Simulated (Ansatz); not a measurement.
## TiC [001], rock salt: pulling along c

The c axis is held at a set length while the cell relaxes sideways. How do the lateral strain and the stress follow? The strained cell has c along the load; unstrained it is a = 3.0355 Å, b = 3.0355 Å, c = 4.2928 Å, α = 90.00°, β = 90.00°, γ = 90.00°, with 4 atoms.

Calculated with Ansatz 0.2.0, PBEsol, PAW files of the set soft_1, cutoff 600 eV, Fermi–Dirac smearing 0.05 eV, k-mesh 14×14×10, no spin polarisation, no spin-orbit coupling.

Relaxed positions at 0 %:

```csv
atom,x,y,z
Ti,0.0000,0.0000,0.0000
Ti,0.5000,0.5000,0.5000
C,0.0000,0.0000,0.5000
C,0.5000,0.5000,0.0000
```

| ε_c (%) | a (Å) | c (Å) | ε_a (%) | σ (GPa, tension positive) |
| --- | --- | --- | --- | --- |
| −3 | 3.0531 | 4.1640 | 0.579 | −17.84 |
| −2 | 3.0472 | 4.2069 | 0.385 | −11.19 |
| −1 | 3.0414 | 4.2499 | 0.194 | −5.22 |
| 0 | 3.0356 | 4.2928 | 0.005 | 0.12 |
| 1 | 3.0301 | 4.3357 | −0.177 | 4.92 |
| 3 | 3.0197 | 4.4216 | −0.520 | 13.10 |

**Question.** Fit both responses and give the free strain and the stress at +2 %, a row left out above.

Least squares with y = y0 + y1 ε + y2 ε² (ε in %) gives ε_a = 0.006 + (−0.1835) ε + (0.0027) ε² and σ = 0.14 + (5.142) ε + (−0.277) ε² GPa. The linear terms put the ratio of free to applied strain at −0.184 and the Young modulus at 514 GPa.

At +2 % the free strain comes out as −0.351 %. The run itself gives −0.352 %, so the estimate misses by 0.001 %, a rounding's worth.

The stress comes out as 9.31 GPa. The run itself gives 9.23 GPa, so the estimate misses by 0.08 GPa; the fitted rows themselves lie up to 0.08 GPa off the law.

Along a cube axis ν = C12/(C11 + C12) and Y = (C11 − C12)(C11 + 2C12)/(C11 + C12), so C11 = Y(1 − ν)/[(1 + ν)(1 − 2ν)] = 560 GPa and C12 = 126 GPa.

The negative ε² term means that the crystal stiffens in compression and softens in tension.

[Logs are printed without paths, hosts, clocks, repeated set-up lines and the standing remarks that a program may print on its own settings, such as how far it seeks lower states.]
